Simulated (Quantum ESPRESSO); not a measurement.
## SnH2 (P-3m1): zone-centre phonons

Aim: the zone-centre modes of SnH2 (P-3m1).

Main program and level: Quantum ESPRESSO 7.5; DFT LDA, scalar-relativistic, plane waves, PseudoDojo norm-conserving pseudopotentials.

The structure was built from a prototype and need not be the compound's stable phase.

### Step 1. Set-up

It takes space group P-3m1 (No. 164, trigonal). The conventional cell has a = 3.625 Å, b = 3.625 Å, c = 5.872 Å, α = 90.00°, β = 90.00°, γ = 120.00°. Sn has 6 H at 2.56 Å nearest. H has 3 Sn at 2.56 Å nearest. Farther neighbours are not listed.

Coordinates:

```cif
data_structure
_symmetry_space_group_name_H-M 'P-3m1'
_symmetry_Int_Tables_number 164
_cell_length_a 3.6250
_cell_length_b 3.6250
_cell_length_c 5.8725
_cell_angle_alpha 90.000
_cell_angle_beta 90.000
_cell_angle_gamma 120.000
_cell_volume 66.83
loop_
_atom_site_label
_atom_site_type_symbol
_atom_site_symmetry_multiplicity
_atom_site_Wyckoff_symbol
_atom_site_fract_x
_atom_site_fract_y
_atom_site_fract_z
_atom_site_occupancy
Sn1 Sn 1 a 0.00000 0.00000 0.00000 1
H1 H 2 d 0.33333 0.66667 0.25000 1
```

### Step 2. A first look

Before anything dear is run, a loose run with smearing shows whether this is a metal and how far the cell is from rest.

Contents of probe.in:

```
&CONTROL
  calculation = 'scf'
  prefix      = 'x'
  outdir      = './tmp'
  pseudo_dir  = './pseudo'
  tprnfor     = .true.
  tstress     = .true.
  verbosity   = 'high'
/
&SYSTEM
  ibrav       = 0
  nat         = 3
  ntyp        = 2
  ecutwfc     = 74.0
  occupations = 'smearing'
  smearing    = 'gaussian'
  degauss     = 0.01
/
&ELECTRONS
  conv_thr         = 1.0d-07
  mixing_beta      = 0.7
  electron_maxstep = 100
/
ATOMIC_SPECIES
 Sn    118.7100  Sn.upf
 H       1.0080  H.upf
CELL_PARAMETERS angstrom
     3.624999100    0.000000000    0.000000000
    -1.812499550    3.139341310    0.000000000
     0.000000000    0.000000000    5.872500000
ATOMIC_POSITIONS crystal
 Sn     0.000000000   0.000000000   0.000000000
 H      0.333333330   0.666666670   0.250000000
 H      0.666666670   0.333333330   0.750000000
K_POINTS automatic
 6 6 4 0 0 0
```

On the command line:

```console
OMP_NUM_THREADS=1 mpirun -n 4 pw.x -nk 4 -in probe.in > probe.out
```

The log of the run:

```text
[banners, grids, parts of the stress and lines that vanish by symmetry left out]
Program PWSCF v.7.5
     Message from routine setup:
     using ibrav=0 with symmetry is DISCOURAGED, use correct ibrav instead
[...]
kinetic-energy cutoff     =      74.0000  Ry
     charge density cutoff     =     296.0000  Ry
     scf convergence threshold =      1.0E-07
[...]
Exchange-correlation= SLA  PW   NOGX NOGC
                           (   1   4   0   0   0   0   0)
[...]
12 Sym. Ops., with inversion, found
[...]
(     0          1          0      )
                  (     0          0          1      )
[...]
(  0.0000000  1.0000000  0.0000000 )
                  (  0.0000000  0.0000000  1.0000000 )
[...]
(    -1         -1          0      )
                  (     0          0         -1      )
[...]
(    -1          0          0      )
                  (     0          0          1      )
[...]
( -0.8660254 -0.5000000  0.0000000 )
                  (  0.0000000  0.0000000  1.0000000 )
[...]
number of k points=    24  Gaussian smearing, width (Ry)=  0.0100
[...]
End of self-consistent calculation
[...]
the Fermi energy is     2.5472 ev
!    total energy              =    -159.24971025 Ry
[...]
convergence has been achieved in   6 iterations
[...]
atom    1 type  1   force =     0.00000000    0.00000000    0.00000000
     atom    2 type  2   force =     0.00000000   -0.00000000   -0.04013748
     atom    3 type  2   force =    -0.00000000    0.00000000    0.04013748
[...]
Total force =     0.056763     Total SCF correction =     0.000010
[...]
total   stress  (Ry/bohr**3)                   (kbar)     P=      -66.29
[...]
XML data file, charge density, pseudopotentials, collected wavefunctions

   JOB DONE.
```

Run time: 4.5 s. Hardware: 4 MPI ranks of Arm Neoverse V1, shared host; 17 s of CPU time.

Numbers from this step:

```
volume per atom   : 22.28 Å³
pressure          : -6.629 GPa
gap on the k-mesh : 0 eV
```

No gap opens on this mesh, so smearing is kept; the start stands at -6.6 GPa.

### Step 3. Relaxation

The relaxation runs at a cutoff a fifth above that of the response, since stress converges more slowly with the basis than frequencies do. Forces and stress are brought to rest with tight thresholds.

Contents of relax.in:

```
&CONTROL
  calculation   = 'vc-relax'
  prefix        = 'x'
  outdir        = './tmp'
  pseudo_dir    = './pseudo'
  tprnfor       = .true.
  tstress       = .true.
  forc_conv_thr = 2.0d-05
  etot_conv_thr = 1.0d-07
  nstep         = 40
/
&SYSTEM
  ibrav       = 0
  nat         = 3
  ntyp        = 2
  ecutwfc     = 89
  occupations = 'smearing'
  smearing    = 'mv'
  degauss     = 0.02
/
&ELECTRONS
  conv_thr         = 1.0d-11
  mixing_beta      = 0.7
  electron_maxstep = 100
/
&IONS
/
&CELL
  press_conv_thr = 0.2
/
ATOMIC_SPECIES
 Sn    118.7100  Sn.upf
 H       1.0080  H.upf
CELL_PARAMETERS angstrom
     3.624999100    0.000000000    0.000000000
    -1.812499550    3.139341310    0.000000000
     0.000000000    0.000000000    5.872500000
ATOMIC_POSITIONS crystal
 Sn     0.000000000   0.000000000   0.000000000
 H      0.333333330   0.666666670   0.250000000
 H      0.666666670   0.333333330   0.750000000
K_POINTS automatic
 12 12 6 0 0 0
```

On the command line:

```console
OMP_NUM_THREADS=1 mpirun -n 4 pw.x -nk 4 -in relax.in > relax.out
```

The log of the run:

```text
[banners, grids, parts of the stress and lines that vanish by symmetry left out]
[banner, memory and clock lines left out]
Program PWSCF v.7.5

[...]
kinetic-energy cutoff     =      89.0000  Ry
     charge density cutoff     =     356.0000  Ry
     scf convergence threshold =      1.0E-11
[...]
energy convergence thresh.=      1.0E-07
     force convergence thresh. =      2.0E-05
     press convergence thresh. =      2.0E-01
     Exchange-correlation= SLA  PW   NOGX NOGC
                           (   1   4   0   0   0   0   0)
[...]
12 Sym. Ops., with inversion, found
[...]
number of k points=   100  Marzari-Vanderbilt smearing, width (Ry)=  0.0200
[...]
End of self-consistent calculation
[...]
the Fermi energy is     2.5485 ev
!    total energy              =    -159.24986845 Ry
[...]
convergence has been achieved in  10 iterations
[...]
atom    1 type  1   force =     0.00000000   -0.00000000    0.00000000
     atom    2 type  2   force =     0.00000000    0.00000000   -0.04022784
     atom    3 type  2   force =    -0.00000000   -0.00000000    0.04022784
     Total force =     0.056891     Total SCF correction =     0.000000
[...]
total   stress  (Ry/bohr**3)                   (kbar)     P=      -62.48
[...]
number of bfgs steps    =   0
[...]
CELL_PARAMETERS (angstrom)
[...]
ATOMIC_POSITIONS (crystal)
Sn               0.0000000000       -0.0000000000        0.0000000000
H                0.3333333300        0.6666666700        0.2463750266
H                0.6666666700        0.3333333300        0.7536249734
[...]
New effective cutoffs (rho, wfc):  365.06   91.61
[...]
End of self-consistent calculation
[...]
the Fermi energy is     2.8219 ev
!    total energy              =    -159.25937697 Ry
[...]
convergence has been achieved in   7 iterations
[...]
atom    1 type  1   force =     0.00000000    0.00000000    0.00000000
     atom    2 type  2   force =    -0.00000000   -0.00000000   -0.03928339
     atom    3 type  2   force =    -0.00000000   -0.00000000    0.03928339
     Total force =     0.055555     Total SCF correction =     0.000000
[...]
total   stress  (Ry/bohr**3)                   (kbar)     P=      -59.44
[...]
number of bfgs steps    =   1
[...]
WARNING: bfgs curvature condition failed, Theta= 0.843
[...]
CELL_PARAMETERS (angstrom)
[...]
ATOMIC_POSITIONS (crystal)
Sn               0.0000000000       -0.0000000000        0.0000000000
[...]
New effective cutoffs (rho, wfc):  380.64   95.77
[...]
End of self-consistent calculation
[...]
the Fermi energy is     3.2415 ev
!    total energy              =    -159.27252018 Ry
[...]
convergence has been achieved in   7 iterations
[...]
atom    1 type  1   force =    -0.00000000    0.00000000    0.00000000
     atom    2 type  2   force =     0.00000000    0.00000000   -0.03790932
     atom    3 type  2   force =     0.00000000    0.00000000    0.03790932
     Total force =     0.053612     Total SCF correction =     0.000000
[...]
total   stress  (Ry/bohr**3)                   (kbar)     P=      -54.44
[...]
number of bfgs steps    =   2
[...]
CELL_PARAMETERS (angstrom)
[...]
ATOMIC_POSITIONS (crystal)
[...]
Total force =     0.001837     Total SCF correction =     0.000000
[...]
total   stress  (Ry/bohr**3)                   (kbar)     P=       -6.58
[...]
number of bfgs steps    =  21
[...]
the Fermi energy is     8.6153 ev
!    total energy              =    -159.36034562 Ry
[...]
convergence has been achieved in   5 iterations
[...]
atom    2 type  2   force =     0.00000000    0.00000000   -0.00087575
     atom    3 type  2   force =    -0.00000000   -0.00000000    0.00087575
     Total force =     0.001239     Total SCF correction =     0.000000
[...]
total   stress  (Ry/bohr**3)                   (kbar)     P=       -3.74
[...]
number of bfgs steps    =  22
[...]
the Fermi energy is     8.6474 ev
!    total energy              =    -159.36037952 Ry
[...]
convergence has been achieved in   5 iterations
[...]
atom    1 type  1   force =     0.00000000    0.00000000    0.00000000
     atom    2 type  2   force =     0.00000000    0.00000000   -0.00033099
     atom    3 type  2   force =     0.00000000    0.00000000    0.00033099
     Total force =     0.000468     Total SCF correction =     0.000000
[...]
total   stress  (Ry/bohr**3)                   (kbar)     P=       -0.96
[...]
number of bfgs steps    =  23
[...]
New effective cutoffs (rho, wfc): 1199.03  300.37
[...]
the Fermi energy is     8.6486 ev
!    total energy              =    -159.36038544 Ry
[...]
convergence has been achieved in   5 iterations
[...]
atom    1 type  1   force =     0.00000000    0.00000000    0.00000000
[...]
Total force =     0.000004     Total SCF correction =     0.000000
[...]
total   stress  (Ry/bohr**3)                   (kbar)     P=        0.18
[...]
number of bfgs steps    =  24
[...]
CELL_PARAMETERS (angstrom)
[...]
ATOMIC_POSITIONS (crystal)
[...]
New effective cutoffs (rho, wfc): 1198.42  300.21
[...]
End of self-consistent calculation
[...]
the Fermi energy is     8.6443 ev
!    total energy              =    -159.36038550 Ry
[...]
convergence has been achieved in   4 iterations
[...]
Total force =     0.000003     Total SCF correction =     0.000000
[...]
total   stress  (Ry/bohr**3)                   (kbar)     P=        0.04
[...]
bfgs converged in  27 scf cycles and  25 bfgs steps
[...]
End of BFGS Geometry Optimization
     Final enthalpy           =    -159.3603855016 Ry
     File ./tmp/x.bfgs deleted, as requested
[...]
CELL_PARAMETERS (angstrom)
[...]
ATOMIC_POSITIONS (crystal)
[...]
H                0.3333333300        0.6666666700        0.2216539932
H                0.6666666700        0.3333333300        0.7783460068
[...]
Final scf calculation at the relaxed structure.
[...]
kinetic-energy cutoff     =      89.0000  Ry
     charge density cutoff     =     356.0000  Ry
     scf convergence threshold =      1.0E-13
[...]
press convergence thresh. =      2.0E-01
     Exchange-correlation= SLA  PW   NOGX NOGC
                           (   1   4   0   0   0   0   0)
[...]
12 Sym. Ops., with inversion, found
[...]
number of k points=   100  Marzari-Vanderbilt smearing, width (Ry)=  0.0200
[...]
c_bands:  1 eigenvalues not converged
[...]
End of self-consistent calculation
[...]
the Fermi energy is     8.6443 ev
!    total energy              =    -159.36035542 Ry
[...]
convergence has been achieved in  10 iterations
[...]
atom    2 type  2   force =    -0.00000000   -0.00000000    0.00000263
     atom    3 type  2   force =     0.00000000    0.00000000   -0.00000263
     Total force =     0.000004     Total SCF correction =     0.000000
[...]
total   stress  (Ry/bohr**3)                   (kbar)     P=        0.07
[...]
XML data file, charge density, pseudopotentials, collected wavefunctions
```

Elapsed: 11 min, on 4 MPI ranks.

The steps of the relaxation (22 of 28):

```
step  energy less that of the first step (eV)  largest force (eV/Å)  pressure (GPa)  volume (Å³)
   1                                   0.0000                1.0343           -6.25        66.83
   2                                  -0.1294                1.0100           -5.94        64.72
   4                                  -0.5426                0.9050           -4.57        57.60
   5                                  -0.8167                0.6915           -2.79        52.06
   6                                  -1.0207                0.1753            2.15        44.93
   7                                  -1.0671                0.0051            3.20        43.37
   9                                  -1.2201                0.3025            2.69        40.89
  10                                  -1.3312                0.4040            1.80        38.68
  11                                  -1.4498                0.3138            1.83        34.56
  13                                  -1.4547                0.2693            1.73        34.15
  14                                  -1.4631                0.2330           -0.41        35.29
  15                                  -1.4641                0.2249           -0.56        35.34
  16                                  -1.4655                0.2166           -0.68        35.37
  18                                  -1.4708                0.1936           -0.87        35.42
  19                                  -1.4754                0.1751           -0.95        35.44
  20                                  -1.4817                0.1478           -1.03        35.44
  22                                  -1.4986                0.0385           -1.02        35.28
  23                                  -1.5025                0.0334           -0.66        34.96
  24                                  -1.5031                0.0225           -0.37        34.82
  25                                  -1.5036                0.0085           -0.10        34.73
  27                                  -1.5037                0.0000            0.00        34.73
  28                                  -1.5033                0.0001            0.01        34.73
```

```
     cell as run  before  after   change
           a (Å)   3.625  3.554   -2.0 %
           b (Å)   3.625  3.554   -2.0 %
           c (Å)   5.872  3.176  -45.9 %
volume (Å³/atom)   22.28  11.58  -48.0 %
```

The atoms that moved most (Å, as changes of fractional coordinates times the final cell):

```
atom     dx     dy      dz  length
  H2  0.000  0.000  -0.090   0.090
  H3  0.000  0.000   0.090   0.090
```

The relaxed structure:

```
Sn H
1.0
     3.55380    0.00000    0.00000
    -1.77690    3.07768    0.00000
     0.00000    0.00000    3.17569
Sn H
1 2
Direct
  0.00000 0.00000 0.00000
  0.33333 0.66667 0.22165
  0.66667 0.33333 0.77835
```

The last row of the table of steps is pw.x's closing run on a basis chosen anew for the final cell, so its energy can jump.

Read from the output:

```
volume per atom : 11.58 Å³
pressure        : 0.007 GPa
```

The volume changes by -48.0 % from the cell with which this run began.

### Step 4. Self-consistent run for the response

The response is built on this ground state, so it is converged far tighter than an energy would need. Smearing stays on, as the first look found no gap above 0.3 eV.

Contents of scf.in:

```
&CONTROL
  calculation = 'scf'
  prefix      = 'x'
  outdir      = './tmp'
  pseudo_dir  = './pseudo'
  tprnfor     = .true.
  tstress     = .true.
/
&SYSTEM
  ibrav       = 0
  nat         = 3
  ntyp        = 2
  ecutwfc     = 74.0
  occupations = 'smearing'
  smearing    = 'mv'
  degauss     = 0.02
/
&ELECTRONS
  conv_thr         = 1.0d-12
  mixing_beta      = 0.7
  electron_maxstep = 100
/
ATOMIC_SPECIES
 Sn    118.7100  Sn.upf
 H       1.0080  H.upf
CELL_PARAMETERS angstrom
     3.553796494    0.000000000    0.000000000
    -1.776898247    3.077678044    0.000000000
     0.000000000    0.000000000    3.175693528
ATOMIC_POSITIONS crystal
 Sn     0.000000000   0.000000000   0.000000000
 H      0.333333333   0.666666667   0.221653993
 H      0.666666667   0.333333333   0.778346007
K_POINTS automatic
 12 12 8 0 0 0
```

On the command line:

```console
OMP_NUM_THREADS=1 mpirun -n 4 pw.x -nk 4 -in scf.in > scf.out
```

The log of the run:

```text
[banners, grids, parts of the stress and lines that vanish by symmetry left out]
[banner, memory and clock lines left out]
Program PWSCF v.7.5

[...]
kinetic-energy cutoff     =      74.0000  Ry
     charge density cutoff     =     296.0000  Ry
     scf convergence threshold =      1.0E-12
[...]
Exchange-correlation= SLA  PW   NOGX NOGC
                           (   1   4   0   0   0   0   0)
[...]
12 Sym. Ops., with inversion, found
[...]
number of k points=   131  Marzari-Vanderbilt smearing, width (Ry)=  0.0200
[...]
End of self-consistent calculation
[...]
the Fermi energy is     8.4113 ev
!    total energy              =    -159.36319143 Ry
[...]
convergence has been achieved in   9 iterations
[...]
atom    1 type  1   force =    -0.00000000    0.00000000    0.00000000
     atom    2 type  2   force =     0.00000000   -0.00000000    0.00068514
     atom    3 type  2   force =    -0.00000000   -0.00000000   -0.00068514
     Total force =     0.000969     Total SCF correction =     0.000000
[...]
total   stress  (Ry/bohr**3)                   (kbar)     P=       -2.56
[...]
XML data file, charge density, pseudopotentials, collected wavefunctions
```

It took 16 s on 4 MPI ranks; 63 s of CPU time.

Numbers from this step:

| Quantity | Value |
| --- | --- |
| pressure | -0.2563 GPa |

The cell stands at -0.26 GPa, close enough for stiff modes, while soft ones can move.

[end of part 1 of 2]

[Host names and launcher messages were left out of these logs when they were recorded.]

[Logs are printed without paths, hosts, clocks, repeated set-up lines and the standing remarks that a program may print on its own settings, such as how far it seeks lower states.]

[Hosts, paths, dates, database ids (printed as entryN), source tags and the programs' standing remarks are cut or masked in the printed files.]
